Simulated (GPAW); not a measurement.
Records of electronic-structure calculations.

**Quasiparticle gap of As (buckled honeycomb monolayer) in GPAW**

The cell holds 2 atoms: 2 As. Its edges and angles: a = 3.517 Å, b = 3.517 Å, c = 12.300 Å, α = 90.0°, β = 90.0°, γ = 120.0°. Vacuum lies along c.

```
method               : DFT, LDA, plane waves, PAW (and 1 further level or step)
program              : GPAW 26.7.0
settings             : cutoff 450 eV, GPAW PAW setups 1.2.1 data release, 12×12×1 k-mesh, nbands 309
cost                 : 3 runs, 7 min in all on 4 MPI ranks of Arm Neoverse V1, shared host
notes                : The structure was relaxed with LDA. Limits: no spin-orbit coupling.
LDA gap              : 1.41 eV, indirect
G0W0 gap on the mesh : 2.34 eV
GW settings          : 12×12×1 mesh, 139 bands, screening to 60 eV, full frequency, Hilbert transform
known limits         : short of the basis limit; no spin-orbit coupling
```

G0W0 moves the gap on the mesh from 1.41 eV to 2.34 eV (+0.92 eV), with Z of 0.75 and 0.76 at the edges. The dearest step here is «screening and self-energy».

[Long decimals in the printed logs are rounded to 6 places.]

[Logs are printed without paths, hosts, clocks, repeated set-up lines and the standing remarks that a program may print on its own settings, such as how far it seeks lower states.]

[Paths, hosts, dates, memory and timing lines, banners, echoed tables and standing remarks are left out of the program output; an Ansatz launch command may be rebuilt from the run's recorded settings. Measured values are a selection of at most five: reports struck by readers or far from the other reports are left out. None is set beside runs whose start may be inverted or whose files or cutoffs have a known fault.]

[Runs of the session that timed out or met a known fault of the program may be left out.]

[Hosts, paths, dates, database ids (printed as entryN), source tags and the programs' standing remarks are cut or masked in the printed files.]

[Where the starting crystal was built by hand or by swapping elements, it need not be the compound's stable phase.]
